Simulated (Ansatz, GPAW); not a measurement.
**Cutoff, mesh and smearing for a 6-layer slab of Na(110)**

Wanted: a convergence study on the slab a 6-layer slab of Na(110).

Method: Ansatz plane waves; slab in vacuum with a dipole correction, relaxation, in the first sound run; inputs show where later runs differ, in GPAW 26.7.0 and Ansatz 0.2.0.

### Step 1. The structure

The cell holds 6 atoms: 6 Na. Its edges and angles: a = 3.663 Å, b = 3.663 Å, c = 30.955 Å, α = 90.0°, β = 90.0°, γ = 70.5°. Vacuum lies along c.

### Step 2. Relaxation

Forces are removed first; all later runs use this geometry. The lowest 3 atoms are held at bulk positions and keep their forces.

Contents of input.yaml:

```yaml
crystal:
  lattice:
    - [2.9910616844, -2.115, 0.0]
    - [2.9910616844, 2.115, 0.0]
    - [0.0, 0.0, 30.9553084221]
  atoms:
    - { symbol: Na, position: [0.0, 0.0, 0.2584370955] }
    - { symbol: Na, position: [0.5, 0.5, 0.3550622573] }
    - { symbol: Na, position: [0.0, 0.0, 0.4516874191] }
    - { symbol: Na, position: [0.5, 0.5, 0.5483125809] }
    - { symbol: Na, position: [0.0, 0.0, 0.6449377427] }
    - { symbol: Na, position: [0.5, 0.5, 0.7415629045] }
kpoints:
  mp_grid: { grid: [9, 9, 1] }
hamiltonian:
  xc: pbe
scf:
  occupations: { method: fermi_dirac, width: 0.1 }
efield:
  axis: 3
  dipole_correction: true
  ramp_width: 0.05
relax:
  f_tol: 0.02
  max_steps: 60
  constraints: [{ sites: [0, 1, 2] }]
output:
  write_potential: true
  write_density: true
  volumetric_format: npy
```

Command:

```
$ ansatz run input.yaml --threads 4 --pin off --max-ram 8192MiB --backend cpu --events-out ev --progress --plain --runs-dir out
```

Numbers of over 12 decimals in the logs are rounded to 6 here.

What it wrote:

```text
Engine: ansatz 0.2.0, x86_64-unknown-linux-gnu
Pseudopotentials: kind: paw
Pseudopotential: Na, paw, valence charge 9, recommended cutoff 420 eV (normal), Na.paw.azcp
Functional definition: PBE
  parameter kappa = 0.804
  parameter beta = 0.066725
  exchange = pbe_x(kappa = kappa, mu = beta*pi^2/3)
  correlation = pbe_c(beta = beta)
Crystal: 6 atoms, lattice volume = 391.652 Å³
Basis set: ecut = 420 eV, 7605 PW (Γ), exchange–correlation on 50×50×432 points (8 copies of the dense FFT grid, shifted against one another)
Bands: 33, of which v1, the nominal top of the filled ones, is band 27 counted from 1 (26 counted from 0)
Symmetry: 4 space group operations
k-points: 25 of 81
Non-local potential: Na, projectors of the file, l = 0: 3, l = 1: 2, l = 2: 1
PAW form: soft (Blöchl's): semilocal exchange-correlation on the pseudo side does not see the compensation charge
PAW one-centre angular grid: Na, 110 points (default); XC on 64 Gauss nodes
Initial density: superposition of atomic densities (neutral atoms: chi_scale 0, normalization atom), corrected by the library's trained network
Initial wavefunctions: pseudopotential atomic-orbital guess
Functional: x = pbe(κ = 0.804, μ = 0.219515), c = pbe(β = 0.066725)
SCF iter   1: F=—  HF=-8918.284550 eV  |F-HF|=—  |Δ(HF+E_count)|=         —  Δρ=1.99e-3  dr2=1.18e0  ethr=1.77e-3  p=0.000 e·Å  D=6.69e-14 V/Å  ΔV_dip=-0.00 eV  dr2_dipole=1.12e-9  V_vac-E_F(+/−)=3.05/3.05 eV  ⟨swp⟩=9.1  Hψ=3865  notcnv=0
efield: sawtooth ramp at fractional position 0.9750 (placed from the atoms, in the widest stretch of the axis that holds none; the zero of the levels goes with the place), width 0.0500; the density the first Hamiltonian is built on has a dipole p = 0.000 e·Å; the dipole correction subtracts the counter field D = 6.69e-14 V/Å, which shifts the + side's vacuum level by -0.00 eV against the − side's; the planar-averaged density in the ramp window peaks in size at 1.9e-5 e/Å³
preconditioner: auto → LDOS  [metal: Δε(μ)=0.014 eV  Ē_g=2.963 eV  σ=0.100 eV  W_gap=0.04  n_scr=46 (ndim 8)  ℏωp=4.6 eV  f_vac=0.393  D(μ)=2.70/eV (n_scr^D=10)  β→1.0]
SCF iter   2: F=—  HF=-8918.226883 eV  |F-HF|=—  |Δ(HF+E_count)|=   5.77e-2  Δρ=5.76e-4  dr2=7.16e-3  ethr=1.77e-3  p=-0.000 e·Å  D=-3.13e-6 V/Å  ΔV_dip=0.00 eV  dr2_dipole=9.87e-9  V_vac-E_F(+/−)=2.81/2.81 eV  ⟨swp⟩=1.5  Hψ=1038  notcnv=0
SCF iter   3: F=—  HF=-8918.226714 eV  |F-HF|=—  |Δ(HF+E_count)|=   1.69e-4  Δρ=2.78e-4  dr2=4.32e-4  ethr=1.33e-5  p=-0.000 e·Å  D=-1.16e-6 V/Å  ΔV_dip=0.00 eV  dr2_dipole=6.06e-8  V_vac-E_F(+/−)=2.84/2.84 eV  ⟨swp⟩=2.6  Hψ=1540  notcnv=0
SCF iter   4: F=—  HF=-8918.226631 eV  |F-HF|=—  |Δ(HF+E_count)|=   8.30e-5  Δρ=6.87e-5  dr2=3.11e-5  ethr=8.00e-7  p=-0.000 e·Å  D=-2.47e-7 V/Å  ΔV_dip=0.00 eV  dr2_dipole=4.70e-9  V_vac-E_F(+/−)=2.83/2.83 eV  ⟨swp⟩=2.0  Hψ=1399  notcnv=0
iter 5 did not close the SCF: its close was put off for the readings that it lacked (scf_convergence_deferred on its scf_iter line)
SCF iter   5: F=-8918.226630 eV  HF=-8918.226630 eV  |F-HF|=3.26e-7  |Δ(HF+E_count)|=   9.33e-7  Δρ=1.59e-5  dr2=3.07e-6  ethr=5.76e-8  p=0.000 e·Å  D=9.40e-8 V/Å  ΔV_dip=-0.00 eV  dr2_dipole=1.80e-11  V_vac-E_F(+/−)=2.83/2.83 eV  ⟨swp⟩=2.1  Hψ=1404  notcnv=0
SCF iter   6: F=-8918.226631 eV  HF=-8918.226631 eV  |F-HF|=3.33e-8  |Δ(HF+E_count)|=   5.37e-7  Δρ=2.71e-6  dr2=1.51e-7  ethr=5.68e-9  p=-0.000 e·Å  D=-1.10e-7 V/Å  ΔV_dip=0.00 eV  dr2_dipole=1.22e-11  V_vac-E_F(+/−)=2.83/2.83 eV  ⟨swp⟩=7.4  Hψ=5509  notcnv=0
SCF 1 converged in 6 iterations: F = -8918.226631 eV  dr2 = 1.51e-7
  greatest PAW one-centre occupation: 0.999 electrons in one spin orbital (limit 2), on the Na atom at site 0 (counted from 0), in its partial waves of l = 0
relax step   1: F+E_penalty+E_count = -8918.22663070 eV  Δ(F+E_penalty+E_count) = +0.000e0 eV  max|allowed force component| = 3.636e-2 eV/Å  Δτ_max = 0.0000 Å  (6 SCF iters, dr2 threshold 1.00e-5 eV, accepted)
Initial density: handed on by an earlier stage of this run
Initial wavefunctions: those handed on with the density
iter 1 solved again at ethr=1.98e-6 eV; its pass at ethr=3.10e-3 eV (dr2=1.07e-3 eV) is discarded
SCF iter   1: F=—  HF=-8918.227436 eV  |F-HF|=—  |Δ(HF+E_count)|=         —  Δρ=8.51e-5  dr2=6.03e-4  ethr=1.98e-6  p=-0.000 e·Å  D=-4.71e-7 V/Å  ΔV_dip=0.00 eV  dr2_dipole=1.42e-4  V_vac-E_F(+/−)=2.83/2.83 eV  ⟨swp⟩=2.0  Hψ=2526  notcnv=0
efield: sawtooth ramp at fractional position 0.9750 (handed on by an earlier solve), width 0.0500; the density the first Hamiltonian is built on has a dipole p = -0.000 e·Å; the dipole correction subtracts the counter field D = -4.71e-7 V/Å, which shifts the + side's vacuum level by +0.00 eV against the − side's; the planar-averaged density in the ramp window peaks in size at 1.8e-5 e/Å³
preconditioner: auto → LDOS  [metal: Δε(μ)=0.057 eV  Ē_g=2.908 eV  σ=0.100 eV  W_gap=0.14  n_scr=46 (ndim 8)  ℏωp=4.6 eV  f_vac=0.394  D(μ)=2.70/eV (n_scr^D=10)  β→1.0]
SCF iter   2: F=—  HF=-8918.227392 eV  |F-HF|=—  |Δ(HF+E_count)|=   4.38e-5  Δρ=1.98e-5  dr2=3.15e-6  ethr=1.12e-6  p=0.001 e·Å  D=2.45e-4 V/Å  ΔV_dip=-0.01 eV  dr2_dipole=3.85e-7  V_vac-E_F(+/−)=2.82/2.83 eV  ⟨swp⟩=1.2  Hψ=830  notcnv=0
SCF iter   3: F=—  HF=-8918.227466 eV  |F-HF|=—  |Δ(HF+E_count)|=   7.42e-5  Δρ=7.24e-6  dr2=7.51e-7  ethr=1.85e-10  p=0.000 e·Å  D=1.53e-4 V/Å  ΔV_dip=-0.00 eV  dr2_dipole=1.95e-8  V_vac-E_F(+/−)=2.82/2.83 eV  ⟨swp⟩=9.3  Hψ=5771  notcnv=0
SCF iter   4: F=-8918.227466 eV  HF=-8918.227466 eV  |F-HF|=6.86e-8  |Δ(HF+E_count)|=   1.45e-7  Δρ=4.35e-6  dr2=7.29e-8  ethr=1.85e-10  p=0.000 e·Å  D=1.24e-4 V/Å  ΔV_dip=-0.00 eV  dr2_dipole=8.82e-9  V_vac-E_F(+/−)=2.83/2.83 eV  ⟨swp⟩=6.4  Hψ=5254  notcnv=0
SCF 2 converged in 4 iterations: F = -8918.227466 eV  dr2 = 7.29e-8
  greatest PAW one-centre occupation: 0.999 electrons in one spin orbital (limit 2), on the Na atom at site 5 (counted from 0), in its partial waves of l = 0
relax step   2: F+E_penalty+E_count = -8918.22746614 eV  Δ(F+E_penalty+E_count) = -8.354e-4 eV  max|allowed force component| = 2.998e-2 eV/Å  Δτ_max = 0.0336 Å  (4 SCF iters, accepted)
SCF iter   1: F=—  HF=-8918.228913 eV  |F-HF|=—  |Δ(HF+E_count)|=         —  Δρ=4.38e-4  dr2=3.65e-2  ethr=2.17e-4  p=0.000 e·Å  D=1.24e-4 V/Å  ΔV_dip=-0.00 eV  dr2_dipole=2.20e-2  V_vac-E_F(+/−)=2.83/2.83 eV  ⟨swp⟩=4.6  Hψ=2038  notcnv=0
efield: sawtooth ramp at fractional position 0.9750 (handed on by an earlier solve), width 0.0500; the density the first Hamiltonian is built on has a dipole p = 0.000 e·Å; the dipole correction subtracts the counter field D = 1.24e-4 V/Å, which shifts the + side's vacuum level by -0.00 eV against the − side's; the planar-averaged density in the ramp window peaks in size at 9.1e-6 e/Å³
preconditioner: auto → LDOS  [metal: Δε(μ)=0.050 eV  Ē_g=2.934 eV  σ=0.100 eV  W_gap=0.12  n_scr=46 (ndim 8)  ℏωp=4.6 eV  f_vac=0.400  D(μ)=2.65/eV (n_scr^D=10)  β→1.0]
SCF iter   2: F=—  HF=-8918.229494 eV  |F-HF|=—  |Δ(HF+E_count)|=   5.81e-4  Δρ=2.19e-4  dr2=1.52e-2  ethr=6.76e-5  p=0.004 e·Å  D=1.91e-3 V/Å  ΔV_dip=-0.06 eV  dr2_dipole=1.14e-2  V_vac-E_F(+/−)=2.78/2.84 eV  ⟨swp⟩=1.0  Hψ=1025  notcnv=0
SCF iter   3: F=—  HF=-8918.229025 eV  |F-HF|=—  |Δ(HF+E_count)|=   4.69e-4  Δρ=8.79e-5  dr2=1.48e-3  ethr=2.82e-5  p=0.002 e·Å  D=1.06e-3 V/Å  ΔV_dip=-0.03 eV  dr2_dipole=1.03e-3  V_vac-E_F(+/−)=2.80/2.83 eV  ⟨swp⟩=1.0  Hψ=825  notcnv=0
SCF iter   4: F=—  HF=-8918.228994 eV  |F-HF|=—  |Δ(HF+E_count)|=   3.13e-5  Δρ=2.21e-5  dr2=1.29e-4  ethr=2.73e-6  p=0.001 e·Å  D=5.40e-4 V/Å  ΔV_dip=-0.02 eV  dr2_dipole=9.90e-5  V_vac-E_F(+/−)=2.81/2.83 eV  ⟨swp⟩=1.0  Hψ=826  notcnv=0
SCF iter   5: F=—  HF=-8918.228991 eV  |F-HF|=—  |Δ(HF+E_count)|=   3.22e-6  Δρ=1.03e-5  dr2=1.88e-5  ethr=2.38e-7  p=0.001 e·Å  D=5.52e-4 V/Å  ΔV_dip=-0.02 eV  dr2_dipole=1.35e-5  V_vac-E_F(+/−)=2.81/2.83 eV  ⟨swp⟩=1.0  Hψ=825  notcnv=0
SCF iter   6: F=—  HF=-8918.229059 eV  |F-HF|=—  |Δ(HF+E_count)|=   6.85e-5  Δρ=4.53e-6  dr2=4.53e-7  ethr=3.47e-8  p=0.001 e·Å  D=5.56e-4 V/Å  ΔV_dip=-0.02 eV  dr2_dipole=2.23e-7  V_vac-E_F(+/−)=2.81/2.83 eV  ⟨swp⟩=1.0  Hψ=825  notcnv=0
SCF iter   7: F=-8918.229059 eV  HF=-8918.229059 eV  |F-HF|=3.22e-8  |Δ(HF+E_count)|=   3.30e-8  Δρ=5.74e-7  dr2=1.84e-8  ethr=1.85e-10  p=0.001 e·Å  D=5.51e-4 V/Å  ΔV_dip=-0.02 eV  dr2_dipole=2.02e-8  V_vac-E_F(+/−)=2.81/2.83 eV  ⟨swp⟩=8.0  Hψ=4644  notcnv=0
SCF 3 converged in 7 iterations: F = -8918.229059 eV  dr2 = 1.84e-8
relax step   3: F+E_penalty+E_count = -8918.22905896 eV  Δ(F+E_penalty+E_count) = -1.593e-3 eV  max|allowed force component| = 4.743e-3 eV/Å  Δτ_max = 0.1492 Å  (7 SCF iters, accepted)
NSCF: frozen V_eff on 25 k-points
the band table was solved once a step of the walk had ended and its energy, with any forces and stress, was formed, with the checks that follow a solve (4066 applications of the Hamiltonian). They found nothing against the state; the energy, forces and stress were not computed again (output.eigenvalues in the input reference)
WARN: The output density's exchange-correlation potential varies sharply where the density is thin. Do not read a vacuum level from v_tot or v_xc, or from such a field of the output density. On a cell that repeats whose density bears no net charge and no dipole along the vacuum's axis use v_es (v_loc + v_h of the components); under efield.dipole_correction with no amplitude use v_es + v_field, which holds any externa [...]
SCF converged after 7 iterations
Free energy (F): -8918.229059 eV
Harris-Foulkes:  -8918.229059 eV  (|F-HF|=3.22e-8)
Internal energy: -8918.139403 eV  (E = F + TS)
E sigma→0 (E₀):  -8918.184231 eV
Entropy (-TS):   -0.089656 eV (-14.943 meV/atom)
Fermi energy:    -0.164494 eV
Dipole field:    D = 0.000414 V/Å  (p = 0.000896 e·Å, saw-weighted, corrected)
Work function:   Φ+ = 2.8123 eV   Φ− = 2.8251 eV
Levels:          The Fermi level and band energies are counted from a zero that moves with the ramp; work functions are not
--- Per-component energies (eV) ---
  E_band       = -1553.713919
  E_kinetic    = 720.498151
  E_local      = -28903.224387  (includes V_loc(G=0)·N_el)
  E_nonlocal   = 690.529906
  E_hartree    = 13236.497880
  E_xc         = -229.541306
  E_vxc        = -294.904185  (∫ρ·V_xc dr)
  E_paw        = -1579.011168  (= ΣΔE_a)
  E_vpaw       = -239.624250  (= ΣTr[D̂ρ^β])
  E_aug_tail   = -0.000191  (compensation charges beyond the density's cutoff)
  E_efield     = 0.000000  (sawtooth field / dipole correction)
  E_vefield    = 0.001096  (∫n·V_field dr)
  E_ewald      = 7146.111712
  E_smearing   = -0.089656  (= −TS)
  E_closure    = 0.000000  (closes the sum)
  Σ components = -8918.229059   (vs F -8918.229059, Δ=0.00e0)
--- Forces (eV/Å), atoms counted from 1 ---
  atom   1  Na     0.00000000     0.00000000     0.03605612
  atom   2  Na     0.00000000     0.00000000    -0.01744314
  atom   3  Na     0.00000000     0.00000000    -0.02012039
  atom   4  Na     0.00000000     0.00000000     0.00291557
  atom   5  Na     0.00000000     0.00000000    -0.00474312
  atom   6  Na     0.00000000     0.00000000     0.00334964
  max |Σ_I F_I| component: 1.47e-5 eV/Å
--- Band table (eV; the first three rows and the last of 25) ---
  k-point 0: bands = [... 23 lower, -25.0809, -3.3412, -3.0601, -2.5968, -1.9356, -1.1242, -0.2030, 0.5776, ... 2 higher]
  k-point 1: bands = [... 23 lower, -25.0822, -3.1809, -2.9005, -2.4383, -1.7786, -0.9689, -0.0499, 0.7237, ... 2 higher]
  k-point 2: bands = [... 23 lower, -25.0837, -2.7029, -2.4245, -1.9655, -1.3102, -0.5060, 0.4057, 1.1627, ... 2 higher]
  k-point 24: bands = [... 23 lower, -25.0904, 0.7230, 0.9730, 1.1915, 1.3911, 1.4711, 1.9177, 2.0060, ... 2 higher]
--- Relaxed structure (3 steps of the walk, 3 accepted, 0 SCFs on fresh bases) ---
  F+E_penalty+E_count = -8918.22905896 eV   max|allowed force component| = 4.743e-3 eV/Å
  atoms:
    - { symbol: Na, position: [0.0, 0.0, 0.258437] }
    - { symbol: Na, position: [0.5, 0.5, 0.355062] }
    - { symbol: Na, position: [0.0, 0.0, 0.451687] }
    - { symbol: Na, position: [0.5, 0.5, 0.547184] }
    - { symbol: Na, position: [0.0, 0.0, 0.642474] }
    - { symbol: Na, position: [0.5, 0.5, 0.735656] }
```

The job ended after 12 s (4 threads of Intel Xeon Platinum 8488C (Sapphire Rapids), shared host; peak memory 0.77 GiB).

The steps of the relaxation:

| step | energy less that of the first step (eV) | largest force component (eV/Å) |
| --- | --- | --- |
| 1 | 0.0000 | 0.0364 |
| 2 | -0.0008 | 0.0300 |
| 3 | -0.0024 | 0.0047 |

The run keeps the 4 symmetry operations that it works with, so distortions that break them were not tested.

The atoms that moved most (Å):

| atom | dx | dy | dz | length |
| --- | --- | --- | --- | --- |
| Na6 | 0.000 | 0.000 | -0.183 | 0.183 |
| Na5 | 0.000 | 0.000 | -0.076 | 0.076 |
| Na4 | 0.000 | 0.000 | -0.035 | 0.035 |

The relaxed structure:

```cif
data_structure
_symmetry_space_group_name_H-M 'P 1'
_symmetry_Int_Tables_number 1
_cell_length_a 3.6633
_cell_length_b 3.6633
_cell_length_c 30.9553
_cell_angle_alpha 90.000
_cell_angle_beta 90.000
_cell_angle_gamma 70.529
_cell_volume 391.65
loop_
_atom_site_label
_atom_site_type_symbol
_atom_site_fract_x
_atom_site_fract_y
_atom_site_fract_z
_atom_site_occupancy
Na1 Na 0.00000 0.00000 0.25844 1
Na2 Na 0.50000 0.50000 0.35506 1
Na3 Na 0.00000 0.00000 0.45169 1
Na4 Na 0.50000 0.50000 0.54718 1
Na5 Na 0.00000 0.00000 0.64247 1
Na6 Na 0.50000 0.50000 0.73566 1
```

Numbers from this step:

- free energy: -8918.2291 eV
- smearing term TS: 0.08966 eV
- symmetry operations: 4
- upper work function: 2.812 eV
- lower work function: 2.825 eV
- dipole along the normal: 8.96e-4 e·Å
- dipole field: 4.14e-4 V/Å
- vacuum level above: 2.648 eV
- vacuum level below: 2.661 eV

The electrostatic potential energy of an electron (with the applied field's), less the Fermi level, planar mean oscillates, so the rows of the table below give means over windows of 3.01 Å about each position, cut where the curve ends. Its maxima inside the range that stand out by 2 % of the span (Å: eV): 9.5: 1.87, 12.5: 1.85, 15.5: 1.79, 18.5: 1.78, 21.4: 1.71. Its minima: 8.0: -6.03, 11.0: -5.91, 14.0: -5.87, 16.9: -5.95, 19.9: -5.92, 22.8: -6.04.

Table of electrostatic potential energy of an electron (with the applied field's), less the Fermi level, planar mean by z; means over each step:

z (Å), electrostatic potential energy of an electron (with the applied field's), less the Fermi level, planar mean (eV) and a bar from the least value:
```
     1.50       2.83 ##############################
     4.51       2.75 #############################
     7.52      -0.88 #
    10.54      -0.85 #
    13.54      -0.86 #
    16.55      -0.88 #
    19.56      -0.87 #
    22.57      -0.99 
    25.58       2.57 ############################
    28.59       2.81 ##############################
```

The valence density, planar mean oscillates, so the rows of the table below give means over windows of 3.01 Å about each position, cut where the curve ends. Its maxima inside the range that stand out by 2 % of the span (Å: e/Å³): 8.0: 0.910, 11.0: 0.902, 14.0: 0.892, 16.9: 0.908, 19.9: 0.907, 22.8: 0.913. Its minima: 9.6: 0.0293, 12.5: 0.0296, 15.5: 0.0301, 18.3: 0.0302, 21.2: 0.0311.

The valence density, planar mean by z; means over each step:

z (Å), valence density, planar mean (e/Å³) and a bar:
```
     1.50      0.000 
     4.51      0.001 
     7.52      0.230 #############################
    10.54      0.236 ##############################
    13.54      0.237 ##############################
    16.55      0.237 ##############################
    19.56      0.237 ##############################
    22.57      0.236 ##############################
    25.58      0.003 
    28.59      0.000
```

The relaxation lowered the energy of the cell by 0.00243 eV.

(Continued in part 2 of 3.)

[Logs are printed without paths, hosts, clocks, repeated set-up lines and the standing remarks that a program may print on its own settings, such as how far it seeks lower states.]

[Hosts, paths, dates, database ids (printed as entryN), source tags and the programs' standing remarks are cut or masked in the printed files.]
